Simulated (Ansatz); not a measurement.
# What LiMgF3 (model cell, started as cubic perovskite with Mg in the octahedra) distorts into, part 3 of 3

Which phase does LiMgF3 (model cell, started as cubic perovskite with Mg in the octahedra) fall into along its unstable mode, and how much energy does it gain?

Ansatz 0.2.0; DFT PBEsol, scalar-relativistic, plane waves, PAW; PAW set soft_1.

So far. Step 5 (Energy along the mode, all amplitudes (two of the runs …): The lowest of the steps tried is the last one, at 0.6 Å, 45.1 meV/atom below the parent; the bottom of the well need not coincide with a step. Step 7 (The new phase in its own primitive cell): The largest force component left is 0.84 meV/Å and the pressure is -0.004 GPa, within the tolerances set. The cell now holds 12.07 Å³/atom. The relaxed cell has a = 3.930, c = 3.905 Å (conventional setting).

The structure was built from a prototype and need not be the compound's stable phase.

### 8. Modes of the new phase, k-mesh 6×6×6

A relaxed structure may still be a saddle point, so its zone-centre modes are computed. The response to a homogeneous field gives the Born charges and the dielectric tensor.

input.yaml

```yaml
crystal:
  lattice:
    - [3.9304231137, 0.0, 0.0]
    - [0.0, 3.9304231137, 0.0]
    - [0.0, 0.0, 3.9049850052]
  atoms:
    - { symbol: Li, position: [0.0, 0.0, 0.2852073733] }
    - { symbol: Mg, position: [0.5, 0.5, 0.4770885485] }
    - { symbol: F, position: [0.5, 0.0, 0.4335789265] }
    - { symbol: F, position: [0.5, 0.5, 0.9675635692] }
    - { symbol: F, position: [0.0, 0.5, 0.4335789265] }
kpoints:
  mp_grid: { grid: [6, 6, 6] }
hamiltonian:
  xc: pbesol
  pseudopotentials: { kind: paw, azcp: { folder: soft_1 }, xc_functional: pbe }
scf:
  occupations: { method: fixed }
output:
  eigenvalues: true
phonons:
  method: dfpt
  dielectric: true
  rigid_motions: translations
```

On the command line:

```bash
$ ansatz run input.yaml --threads 8 --pin off --max-ram 16384MiB --backend cpu --events-out ev --progress --plain --runs-dir out
```

Numbers of over 12 decimals in the logs are rounded to 6 here.

The log of the run:

```text
[...]
Crystal: 5 atoms, lattice volume = 60.325 Å³
Basis set: ecut = 420 eV, 1205 PW (Γ), exchange–correlation on 54×54×54 points (8 copies of the dense FFT grid, shifted against one another)
Bands: 22, of which v1, the nominal top of the filled ones, is band 17 counted from 1 (16 counted from 0)
Symmetry: 8 space group operations
k-points: 112 of 216 (irreducible under 1 space group operation, time reversal used)
[...]
SCF iter   1: F=—  HF=-4525.177482 eV  |F-HF|=—  |Δ(HF+E_count)|=         —  Δρ=9.98e-2  dr2=4.23e0  ethr=3.10e-3  ⟨swp⟩=4.9  Hψ=10832  notcnv=0  defer=323
[...]
SCF iter  11: F=-4523.836893 eV  HF=-4523.836893 eV  |F-HF|=2.91e-11  |Δ(HF+E_count)|=   3.88e-9  Δρ=2.31e-7  dr2=2.06e-11  ethr=1.00e-12  ⟨swp⟩=13.0  Hψ=17143  notcnv=0
SCF 1 converged in 11 iterations: F = -4523.836893 eV  dr2 = 2.06e-11
[...]
DFPT response loops at Γ: preconditioner auto → none (the input reference at scf.mixing.eps_inf says where Resta's filter doesn't serve); β = 0.50; Broyden in place of MSR1
SCF converged after 11 iterations
Free energy (F): -4523.836893 eV
[...]
Internal energy: -4523.836893 eV  (E = F + TS)
E sigma→0 (E₀):  -4523.836893 eV
Fermi energy:    0.667184 eV
[...]
--- Band table (eV; the first three rows and the last of 112) ---
  k-point 0: bands = [... 13 lower, -0.6956, -0.0499, 0.4059, 0.4059, 6.7423, 12.6937, 14.0247, 14.8200, ... 1 higher]
  k-point 1: bands = [... 13 lower, -0.7349, -0.3227, 0.3260, 0.3260, 7.1215, 12.0894, 14.5525, 14.7947, ... 1 higher]
  k-point 2: bands = [... 13 lower, -0.9186, -0.8133, 0.1587, 0.1587, 7.9921, 11.0981, 14.7409, 14.7409, ... 1 higher]
  k-point 111: bands = [... 13 lower, -0.5698, -0.5160, 0.6672, 0.6672, 9.2188, 12.2319, 12.2319, 13.9406, ... 1 higher]
--- Phonons (Γ-DFPT): 9 representative perturbations + reference, on 112 of 216 k-points (Σ response iterations 32) ---
  k mesh reduced under 1 symmetry operation, with k and −k counted as one. Each operation leaves every solved perturbation unchanged. A smaller set is not considered because the run solves the response to a homogeneous field
  ASR residual: 1.204e-3 → 0.000e0 eV/Å²; symmetrization residual: 1.525e-6 eV/Å²
  ASR residual per site (eV/Å²): 1.50e-5 1.20e-3 6.38e-4 7.03e-4 6.38e-4
[...]
ε∞ (high-frequency dielectric tensor):
        1.902061     0.000000     0.000000
        0.000000     1.902061     0.000000
        0.000000     0.000000     1.850790
  ε⁰ (static dielectric tensor: ions relaxed, cell fixed):
       10.143970    -0.000000    -0.000000
       -0.000000    10.143970     0.000000
       -0.000000     0.000000     5.448424
  ε⁰ − ε∞ (ionic part):
        8.241909    -0.000000    -0.000000
       -0.000000     8.241909     0.000000
       -0.000000     0.000000     3.597634
  softest optical mode at Γ: 133.11 cm⁻¹; the repairs (sum rule, projections) moved no ω² at Γ by more than (3.79 cm⁻¹)²
  Born effective charges Z* (e; rows j = field, columns β = displacement):
    site 0:
         1.17324    0.00000   -0.00000
         0.00000    1.17324    0.00000
         0.00000    0.00000    0.88268
    site 1:
         1.90559    0.00000   -0.00000
         0.00000    1.90559    0.00000
        -0.00000    0.00000    1.94626
    site 2:
        -0.97201    0.00000    0.00000
         0.00000   -1.26221    0.00000
         0.00000    0.00000   -0.75250
    site 3:
        -0.84461    0.00000    0.00000
         0.00000   -0.84461    0.00000
        -0.00000    0.00000   -1.32395
    site 4:
        -1.26221    0.00000    0.00000
         0.00000   -0.97201    0.00000
         0.00000    0.00000   -0.75250
  Z* charge neutrality: 6.963e-5 e pre-enforcement
  k-mesh period / interband length: 23.4 Å / 0.84 Å = 28.02 at k = (0.0000, 0.0000, 0.0000), direct gap 6.336 eV — 14 or more, which is no proof of convergence
  optical modes at Γ without the LO–TO term, one row a degenerate level:
      ω (cm⁻¹)  modes    IR ((D/Å)²/amu)
        133.11      2             1.9538
        168.09      1             0.9250
        188.18      1             0.0000
        209.45      2            14.3368
        286.71      1             4.4205
        339.26      2             0.0128
        513.08      2             7.6387
        533.81      1             4.3440
  optical modes at Γ + LO–TO along q̂ = [1.0000, 0.0000, 0.0000]:
      ω (cm⁻¹)  modes    IR ((D/Å)²/amu)
        133.11      1             0.9769
        142.58      1             0.0185
        168.09      1             0.9250
        188.18      1             0.0000
        209.45      1             7.1684
        286.71      1             4.4205
        338.96      1             0.0185
        339.26      1             0.0064
[...]
optical modes at Γ + LO–TO along q̂ = [0.0000, 1.0000, 0.0000]:
      ω (cm⁻¹)  modes    IR ((D/Å)²/amu)
[...]
371.79      1             2.5643
        513.08      1             3.8194
        533.81      1             4.3440
        623.70      1             9.3697
  optical modes at Γ + LO–TO along q̂ = [0.0000, 0.0000, 1.0000]:
      ω (cm⁻¹)  modes    IR ((D/Å)²/amu)
        133.11      2             1.9538
        184.36      1             0.0910
        188.18      1             0.0000
        209.45      2            14.3368
        339.26      2             0.0128
        376.24      1             1.7815
        513.08      2             7.6387
        636.37      1             7.8169
```

Wall time 15 s (8 threads of INTEL XEON PLATINUM 8581C at 2.30GHz (Emerald Rapids), shared host); peak memory 0.86 GiB.

This step gave:

| Quantity | Value |
| --- | --- |
| sum-rule residual before enforcement | 0.001204 eV/Å² |
| miss of the charge sum rule | 6.96e-5 e |
| point group | 4mm |
| highest optical mode at the zone centre (no LO-TO term) | 533.8 cm⁻¹ |
| lowest optical zone-centre mode | 133.1 cm⁻¹ |
| mean high-frequency dielectric constant | 1.885 |
| largest Born charge (third of the trace) | 1.919 e |
| mean static dielectric constant | 8.579 |
| top of the zone-centre spectrum with the field | 636.4 cm⁻¹ |

Without the LO-TO term. Patterns of degenerate modes are one choice out of their space. The modes at Γ (shares of kinetic energy by element, %):

| mode | frequency (cm⁻¹) | symmetry | Li % | Mg % | F % |
| --- | --- | --- | --- | --- | --- |
| 1 | 0.0 | acoustic | 8 | 28 | 65 |
| 2 | 0.0 | acoustic | 8 | 28 | 65 |
| 3 | 0.0 | acoustic | 8 | 28 | 65 |
| 4 | 133.1 | E | 8 | 1 | 91 |
| 5 | 133.1 | E | 8 | 1 | 91 |
| 6 | 168.1 | A1 | 78 | 14 | 8 |
| 7 | 188.2 | B1 | 0 | 0 | 100 |
| 8 | 209.4 | E | 47 | 7 | 46 |
| 9 | 209.4 | E | 47 | 7 | 46 |
| 10 | 286.7 | A1 | 14 | 27 | 60 |
| 11 | 339.3 | E | 37 | 33 | 29 |
| 12 | 339.3 | E | 37 | 33 | 29 |
| 13 | 513.1 | E | 0 | 31 | 69 |
| 14 | 513.1 | E | 0 | 31 | 69 |
| 15 | 533.8 | A1 | 0 | 32 | 68 |

Displacements in mode 4 (133.1 cm⁻¹), the largest set to 1:
```
Li1 -0.57  0.25  0.00
Mg2 -0.12  0.05  0.00
F3  -0.61  0.01  0.00
F4   1.00 -0.44  0.00
F5  -0.03  0.27  0.00
```

Displacements in mode 14 (513.1 cm⁻¹), the largest set to 1:
```
Li1  0.02  0.00  0.00
Mg2 -0.60  0.00  0.00
F3  -0.11  0.00  0.00
F4  -0.12  0.00  0.00
F5   1.00  0.00  0.00
```

Optical modes at the zone centre, without and with the macroscopic field of the longitudinal modes; each column is sorted by frequency, so a row need not hold one and the same mode. Modes with and without the field, by row:

| rank among optical modes | no field (cm⁻¹) | q along (1, 0, 0) (cm⁻¹) | q along (0, 0, 1) (cm⁻¹) |
| --- | --- | --- | --- |
| 1 | 133.1 | 133.1 | 133.1 |
| 2 | 133.1 | 142.6 | 133.1 |
| 3 | 168.1 | 168.1 | 184.4 |
| 4 | 188.2 | 188.2 | 188.2 |
| 5 | 209.4 | 209.4 | 209.4 |
| 6 | 209.4 | 286.7 | 209.4 |
| 7 | 286.7 | 339 | 339.3 |
| 8 | 339.3 | 339.3 | 339.3 |
| 9 | 339.3 | 371.8 | 376.2 |
| 10 | 513.1 | 513.1 | 513.1 |
| 11 | 513.1 | 533.8 | 513.1 |
| 12 | 533.8 | 623.7 | 636.4 |

Born charge (rows field, columns displacement) (e), principal values of the symmetric part by kind of site:

| atom | atoms with these values | low | middle | high | mean |
| --- | --- | --- | --- | --- | --- |
| Li1 | 1 | 0.88 | 1.17 | 1.17 | 1.08 |
| Mg2 | 1 | 1.91 | 1.91 | 1.95 | 1.92 |
| F3 | 2 | -1.26 | -0.97 | -0.75 | -1.00 |
| F4 | 1 | -1.32 | -0.84 | -0.84 | -1.00 |

In full for Li1:

```
1.17 0.00 0.00
0.00 1.17 0.00
0.00 0.00 0.88
```

High-frequency dielectric tensor:

```
1.90 0.00 0.00
0.00 1.90 0.00
0.00 0.00 1.85
```

Static dielectric tensor (ions relaxed, fixed cell):

```
10.14  0.00  0.00
 0.00 10.14  0.00
 0.00  0.00  5.45
```

Transverse modes. Lines of the infrared spectrum (strongest = 100):

| position (cm⁻¹) | label | relative intensity |
| --- | --- | --- |
| 133 | E | 14 |
| 168 | A1 | 6.5 |
| 188 | B1 | 0.0 |
| 209 | E | 100 |
| 287 | A1 | 31 |
| 339 | E | 0.1 |
| 513 | E | 53 |
| 534 | A1 | 30 |

Before it was imposed, the acoustic sum rule was missed by 0.0012 eV/Å² and the charge sum rule by 7.0e-5 e. Small misses are needed for a sound result but don't prove that mesh and cutoff are converged. The lowest optical mode is real, 133 cm⁻¹.

### 9. Summary of results

```
unstable mode of the parent                                                      : q = (0, 0, 0), 228i cm⁻¹
depth at the lowest point sampled                                                : 45.1 meV/atom
largest atomic shift at that point                                               : 0.6 Å
space group reached (within 0.01 Å)                                              : P4mm
energy gained over the parent (first relaxation, on the mesh of the frozen mode) : 79.4 meV/atom
volume per atom, phase reached                                                   : 12.1 Å³
gap on the k-mesh, phase reached                                                 : 6.08 eV
lowest optical zone-centre mode, phase reached                                   : 133 cm⁻¹
highest optical mode at the zone centre (no LO-TO term), phase reached           : 534 cm⁻¹
```

What this shows: Along this mode the structure falls into P4mm, 79.4 meV/atom below the parent. At the parent's cell the well is 45.11 meV/atom deep on the steps tried, with its lowest point at a shift of 0.6 Å. That is the last step tried, so the steps alone don't bracket the bottom of the well. Relaxing atoms and cell changes the gain by +34.28 meV/atom against the lowest step (energies at zero smearing). The new phase has no imaginary mode at the zone centre of its cell; other wavevectors were not checked. Of the 4 patterns followed to their end from this parent, this one ends 4.21 meV/atom above the lowest, R3m. Each path keeps the symmetry of its pattern, so a lower phase may lie along a pattern not tried. The PAW files were made for PBE and serve the other functionals too. The starting cell was built on a prototype and not taken from a measurement, so the phase need not exist.

[Logs are printed without paths, hosts, clocks, repeated set-up lines and the standing remarks that a program may print on its own settings, such as how far it seeks lower states.]

[Hosts, paths, dates, database ids (printed as entryN), source tags and the programs' standing remarks are cut or masked in the printed files.]
